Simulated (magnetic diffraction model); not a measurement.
# CsK₂FeBr₆ below its ordering temperature

Space group Fm-3m (no. 225), a = 11.1750 Å.

```
site  atom    x    y       z
  4b    Cs  1/2    0       0
 24e    Br    0    0  0.7768
  4a    Fe    0    0       0
  8c     K  1/4  3/4     3/4
```

This is a made-up structure (elements placed in a structure type, unrelaxed), so the numbers test the method and describe no known phase.

Only Fe is taken to order (form factors of Fe3+); orders and moment sizes are assumed, and not adapted to the symmetry. Radiation: neutrons of λ = 2.52 Å, 5° to 100°; isotropic B of 0.17 Å² (Cs), 0.18 Å² (Br), 0.15 Å² (Fe) and 0.18 Å² (K). The intensities are simulated: I ∝ L Σ (|F_N|² + |F_M⊥|²) for unpolarised neutrons, with F_M = 2.695 fm/μB × Σ f(s) S exp(2πi Q·r) exp(−B s²) at Q = H ± k (one set where k and −k are equivalent), only the part normal to Q counting and L = 1/(sin²θ cos θ). For collinear order S is the moment m, which repeats by lattice and centring translations R with the sign exp(−2πi k·R). Form factors are spin-only for 3d ions and dipole or tabulated for f ions, scattering lengths are Sears's of 1992, and absorption is left out. A label names one of the reflections at its angle. The strongest nuclear line in the range is 100, and lines under 0.2 are left out.

Above the ordering temperature:

| 2θ (°) | index | I |
| --- | --- | --- |
| 22.52 | (1 1 1) | 20.7 |
| 26.07 | (2 0 0) | 47.5 |
| 37.19 | (2 2 0) | 10.5 |
| 43.92 | (3 1 1) | 0.6 |
| 45.98 | (2 2 2) | 44.4 |
| 53.62 | (4 0 0) | 96.6 |
| 58.88 | (3 3 1) | 4.3 |
| 60.56 | (4 2 0) | 31.7 |
| 67.06 | (4 2 2) | 3.9 |
| 71.73 | (5 1 1) | 30.1 |
| 79.26 | (4 4 0) | 100.0 |
| 83.68 | (5 3 1) | 11.3 |
| 85.14 | (6 0 0) | 25.3 |
| 90.98 | (6 2 0) | 13.4 |
| 96.82 | (6 2 2) | 32.9 |

Below it (cell unchanged):

| 2θ (°) | I |
| --- | --- |
| 22.52 | 35.3 |
| 26.07 | 55.5 |
| 37.19 | 17.7 |
| 43.92 | 10.3 |
| 45.98 | 47.3 |
| 53.62 | 98.1 |
| 58.88 | 8.9 |
| 60.56 | 36.0 |
| 67.06 | 7.2 |
| 71.73 | 33.7 |
| 79.26 | 101.0 |
| 83.68 | 14.9 |
| 85.14 | 27.4 |
| 90.98 | 14.8 |
| 95.35 | 1.3 |
| 96.82 | 34.1 |

**Question.** Find the propagation vector, then choose among these models:
A. collinear moments along [001], 4.37 μB on Fe
B. collinear moments along [100], 4.37 μB on Fe
C. collinear moments along [111], 4.37 μB on Fe

No line moves, and magnetic intensity falls on nuclear lines such as the one at 22.52°, so the magnetic cell equals the chemical primitive cell: k = 0.

Magnetic intensity, observed (below minus above) and for each model:

| 2θ (°) | index | observed | A | B | C |
| --- | --- | --- | --- | --- | --- |
| 37.19 | (2 2 0) | 7.2 | 7.2 | 7.2 | 7.2 |
| 43.92 | (3 1 1) | 9.7 | 9.7 | 9.7 | 9.7 |
| 45.98 | (2 2 2) | 2.9 | 2.9 | 2.9 | 2.9 |
| 58.88 | (3 3 1) | 4.6 | 4.6 | 4.6 | 4.6 |
| 67.06 | (4 2 2) | 3.3 | 3.3 | 3.3 | 3.3 |
| 71.73 | (5 1 1) | 3.6 | 3.6 | 3.6 | 3.6 |
| 90.98 | (6 2 0) | 1.4 | 1.4 | 1.4 | 1.4 |
| 96.82 | (6 2 2) | 1.2 | 1.2 | 1.2 | 1.2 |

Models A, B and C match alike on every line, so these data can't choose among them (such ties are often domains of one structure): a powder sees only the angle between collinear moments and the unique axis of a uniaxial spin configuration, and no direction at all where the configuration is cubic.

The structure used: k = (0 0 0), collinear moments along [111], 4.37 μB on Fe.

[Logs are printed without paths, hosts, clocks, repeated set-up lines and the standing remarks that a program may print on its own settings, such as how far it seeks lower states.]
